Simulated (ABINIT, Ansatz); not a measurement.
**La2O3 (P-3m1): bands and cutoff in G0W0 with ABINIT**

Wanted: a converged G0W0 gap of La2O3 (P-3m1), or an estimate of the limit.

Program: ABINIT 10.8.3. Level of theory: PBE and many-body steps on it, plane waves. Results are calculated unless marked as measured.

Report form: the programs' logs are mostly left out.

**1. Starting point**

The structure is trigonal, space group P-3m1 (No. 164). Conventional cell: a = 3.931 Å, b = 3.931 Å, c = 6.112 Å, α = 90.00°, β = 90.00°, γ = 120.00°. La has 7 O at 2.36 to 2.72 Å nearest. O has 4 La at 2.36 to 2.44 Å nearest. Nearest to O lie 6 La at 2.72 Å. Farther neighbours and most contacts between anions are not listed.

The cell and positions are those that the Materials Project relaxed with its own functionals (PBE, PBE+U or r2SCAN), kept fixed. Spin-orbit coupling is left out unless a step names it.

**2. Empty states on the mesh, 3×3×2 mesh, 471 bands**

This step: ABINIT 10.8.3; DFT, PBE, plane waves, norm-conserving pseudopotentials.

The sums over transitions need many empty states on a uniform mesh; this step solves for them.

run.abi reads:

```
acell 3*1.0 Angstrom
rprim 
  3.930777878010 -0.000000000002 0.000000000000
  -1.965388939003 3.404153498992 0.000000000000
  0.000000000000 0.000000000000 6.111953520000
ntypat 2
znucl 57 8
natom 5
typat 1 1 2 2 2
xred 
  0.666666666667 0.333333333333 0.753764320000
  0.333333333333 0.666666666667 0.246235680000
  0.666666666667 0.333333333333 0.354109350000
  0.333333333333 0.666666666667 0.645890650000
  -0.000000000000 -0.000000000000 0.000000000000
pp_dirpath "pseudos"
pseudos "La.upf, O.upf"
ecut 50
ngkpt 3 3 2
nshiftk 1
shiftk 0 0 0
kptopt 1
chksymbreak 0
iscf -2
irdden 1
istwfk *1
nband 471
nbdbuf 42
tolwfr 1e-09
nstep 60
prtvol 0
indata_prefix "in"
outdata_prefix "out"
tmpdata_prefix "tmp"
```

Run with:

```
$ OMP_NUM_THREADS=1 mpirun -n 6 abinit run.abi > log
```

Run time: 4 min. Hardware: 6 MPI ranks of AMD EPYC 9R45, shared host; peak memory 1 GiB.

This step gave:

```yaml
gap: 3.940 eV
k_of_the_valence_top: 0.3333, 0, 0.5
k_of_the_conduction_bottom: 0.3333, 0.3333, 0
least_direct_gap: 3.982 eV
k_points_computed: 6
lowest_point_of_the_top_converged_band_above_the_valence_top: 154.9610 eV
```

On this mesh the gap is 3.940 eV.

The density comes from a self-consistent run that is not shown.

**3. Screening, 3×3×2 mesh, 71 bands, screening to 95.2 eV**

The RPA dielectric matrix is built and inverted for each q.

This step: RPA screening on PBE, plane waves, norm-conserving pseudopotentials.

run.abi, as its differences from that of step 2:

```diff
@@ -23,10 +23,11 @@
 chksymbreak 0
-iscf -2
-irdden 1
 istwfk *1
-nband 471
-nbdbuf 42
-tolwfr 1e-09
-nstep 60
-prtvol 0
+occopt 1
+irdwfk 1
+optdriver 3
+nband 71
+ecuteps 3.5
+inclvkb 2
+awtr 1
+symchi 1
 indata_prefix "in"
```

Run with:

```
$ OMP_NUM_THREADS=1 mpirun -n 8 abinit run.abi > log
```

The job ended after 7 s (8 MPI ranks; peak memory 1.8 GiB).

This step gave:

| Property | Result |
| --- | --- |
| ε∞ with local fields, on this mesh, along the program's q direction | 4.566 |
| the same without local fields | 4.904 |
| plasma frequency | 25.97 eV |
| plane waves in the screening matrix | 183 |

Local fields lower ε∞ by 7 %. On a Γ-centred mesh this coarse the value itself is usually too large, while a short band sum pulls it down.

**4. 71 bands, 95.2 eV**

The self-energy is evaluated for the states that the input lists, and the levels follow from it, in one-shot runs by the linearised quasiparticle equation.

This step: G0W0 on PBE, plane waves, norm-conserving pseudopotentials.

run.abi, as its differences from that of step 3:

```diff
@@ -26,8 +26,19 @@
 irdwfk 1
-optdriver 3
+optdriver 4
 nband 71
+gwcalctyp 0
+ecutsigx 50
+symsigma 1
+nkptgw 3
+kptgw 
+  0.3333333333 0.0000000000 0.5000000000
+  0.3333333333 0.3333333333 0.0000000000
+  0.0000000000 0.0000000000 0.0000000000
+bdgw 
+  19 22
+  19 23
+  18 23
 ecuteps 3.5
-inclvkb 2
-awtr 1
-symchi 1
+irdscr 1
+ppmodel 1
 indata_prefix "in"
```

It took 3.9 s on 8 MPI ranks; peak memory 1.2 GiB.

Numbers from this step:

```
G0W0 gap on the points computed              : 5.220 eV
starting gap on the mesh                     : 3.940 eV
k of the valence top                         : 0.3333, 0, 0.5
k of the conduction bottom                   : 0.3333, 0.3333, 0
Z at the valence top                         : 0.773
Z at the conduction bottom                   : 0.831
least direct G0W0 gap on the computed points : 5.236 eV
```

The gap on the mesh goes from 3.94 eV to 5.22 eV, a correction of +1.28 eV.

**5. Screening, 3×3×2 mesh, 186 bands, screening to 176.9 eV**

This step: RPA screening on PBE, plane waves, norm-conserving pseudopotentials.

run.abi, as its differences from that of step 4:

```diff
@@ -26,19 +26,8 @@
 irdwfk 1
-optdriver 4
-nband 71
-gwcalctyp 0
-ecutsigx 50
-symsigma 1
-nkptgw 3
-kptgw 
-  0.3333333333 0.0000000000 0.5000000000
-  0.3333333333 0.3333333333 0.0000000000
-  0.0000000000 0.0000000000 0.0000000000
-bdgw 
-  19 22
-  19 23
-  18 23
-ecuteps 3.5
-irdscr 1
-ppmodel 1
+optdriver 3
+nband 186
+ecuteps 6.5
+inclvkb 2
+awtr 1
+symchi 1
 indata_prefix "in"
```

The job ended after 19 s (8 MPI ranks; peak memory 2.6 GiB).

This step gave:

- ε∞ with local fields, on this mesh, along the program's q direction: 4.558
- the same without local fields: 4.954
- plasma frequency: 25.97 eV
- plane waves in the screening matrix: 439

**6. 186 bands, 176.9 eV**

This step: G0W0 on PBE, plane waves, norm-conserving pseudopotentials.

run.abi, as its differences from that of step 5:

```diff
@@ -26,8 +26,19 @@
 irdwfk 1
-optdriver 3
+optdriver 4
 nband 186
+gwcalctyp 0
+ecutsigx 50
+symsigma 1
+nkptgw 3
+kptgw 
+  0.3333333333 0.0000000000 0.5000000000
+  0.3333333333 0.3333333333 0.0000000000
+  0.0000000000 0.0000000000 0.0000000000
+bdgw 
+  19 22
+  19 23
+  18 23
 ecuteps 6.5
-inclvkb 2
-awtr 1
-symchi 1
+irdscr 1
+ppmodel 1
 indata_prefix "in"
```

Elapsed: 18 s, on 8 MPI ranks; peak memory 2.3 GiB.

This step gave:

```yaml
g0w0_gap_on_the_points_computed: 5.084 eV
starting_gap_on_the_mesh: 3.940 eV
k_of_the_valence_top: 0.3333, 0, 0.5
k_of_the_conduction_bottom: 0.3333, 0.3333, 0
z_at_the_valence_top: 0.771
z_at_the_conduction_bottom: 0.827
least_direct_g0w0_gap_on_the_computed_points: 5.144 eV
```

Against G0W0 in ABINIT (3×3×2 mesh, 71 bands, screening to 95.2 eV, Godby-Needs plasmon pole), the gap moves by −0.136 eV.

**7. Screening, 3×3×2 mesh, 429 bands, screening to 272.1 eV**

This step: RPA screening on PBE, plane waves, norm-conserving pseudopotentials.

run.abi, as its differences from that of step 6:

```diff
@@ -26,19 +26,8 @@
 irdwfk 1
-optdriver 4
-nband 186
-gwcalctyp 0
-ecutsigx 50
-symsigma 1
-nkptgw 3
-kptgw 
-  0.3333333333 0.0000000000 0.5000000000
-  0.3333333333 0.3333333333 0.0000000000
-  0.0000000000 0.0000000000 0.0000000000
-bdgw 
-  19 22
-  19 23
-  18 23
-ecuteps 6.5
-irdscr 1
-ppmodel 1
+optdriver 3
+nband 429
+ecuteps 10
+inclvkb 2
+awtr 1
+symchi 1
 indata_prefix "in"
```

Elapsed: 65 s, on 8 MPI ranks; peak memory 4.5 GiB.

This step gave:

| Item | Value |
| --- | --- |
| ε∞ with local fields, on this mesh, along the program's q direction | 4.553 |
| the same without local fields | 4.958 |
| plasma frequency | 25.97 eV |
| plane waves in the screening matrix | 845 |

**8. 429 bands, 272.1 eV**

This step: G0W0 on PBE, plane waves, norm-conserving pseudopotentials.

run.abi, as its differences from that of step 7:

```diff
@@ -26,8 +26,19 @@
 irdwfk 1
-optdriver 3
+optdriver 4
 nband 429
+gwcalctyp 0
+ecutsigx 50
+symsigma 1
+nkptgw 3
+kptgw 
+  0.3333333333 0.0000000000 0.5000000000
+  0.3333333333 0.3333333333 0.0000000000
+  0.0000000000 0.0000000000 0.0000000000
+bdgw 
+  19 22
+  19 23
+  18 23
 ecuteps 10
-inclvkb 2
-awtr 1
-symchi 1
+irdscr 1
+ppmodel 1
 indata_prefix "in"
```

The job ended after 2.1 min (8 MPI ranks; peak memory 5.3 GiB; 17 min of CPU time).

Numbers from this step:

```
G0W0 gap on the points computed              : 5.146 eV
starting gap on the mesh                     : 3.940 eV
k of the valence top                         : 0.3333, 0, 0.5
k of the conduction bottom                   : 0.3333, 0.3333, 0
least direct G0W0 gap on the computed points : 5.224 eV
```

Against G0W0 in ABINIT (3×3×2 mesh, 186 bands, screening to 176.9 eV, Godby-Needs plasmon pole), the gap moves by +0.062 eV.

**9. The runs together**

Times are wall times on 8 MPI ranks of AMD EPYC 9R45, shared host, good to a factor of about two. A run's time includes the screening step that it read.

```tsv
run	mesh	bands	screening cutoff (eV)	DFT gap (eV)	gap on the mesh (eV)	direct (eV)	ε∞ used	time
71 bands, 95.2 eV	3×3×2	71	95.2	3.940	5.220	5.236	4.57	11 s
186 bands, 176.9 eV	3×3×2	186	176.9	3.940	5.084	5.144	4.56	37 s
429 bands, 272.1 eV	3×3×2	429	272.1	3.940	5.146	5.224	4.55	3.2 min
```

**10. Summary of results**

```yaml
71_bands_95p2_ev: 5.220 eV
186_bands_176p9_ev: 5.084 eV
429_bands_272p1_ev: 5.146 eV
known_limits: not at the basis limit; no spin-orbit coupling; coarse k mesh
```

What this shows: From the first rung to the last the gap moves by −0.07 eV for 18 times the time. The gap turns back along the series, so no limit is drawn from it. In the G0W0 runs levels were corrected at 3 k points alone, so a gap called «on the mesh» is the least over those, and an edge elsewhere would be missed. A denser mesh or path gives a starting gap of 3.85 eV: the GW mesh misses a band edge, so its gaps are not the fundamental one. The 3×3×2 mesh is coarse for this cell, which bears on the long-range parts of exchange and screening. The many-body steps are scalar-relativistic: spin-orbit coupling is not in them.

[Paths, hosts, dates, memory and timing lines, banners, echoed tables and standing remarks are left out of the program output.]

[Logs are printed without paths, hosts, clocks, repeated set-up lines and the standing remarks that a program may print on its own settings, such as how far it seeks lower states.]

[Runs of the session that timed out or met a known fault of the program may be left out.]

[Hosts, paths, dates, database ids (printed as entryN), source tags and the programs' standing remarks are cut or masked in the printed files.]

[G0W0 gaps are taken among the corrected bands and points alone; a level outside them can change the order at an edge.]

[Where Ansatz stands beside ABINIT at settings called matched, ABINIT's density can come from a denser mesh and the files from another edition; pairs whose starting gaps differed by over 0.03 eV were left out, so agreement reads better than it is.]
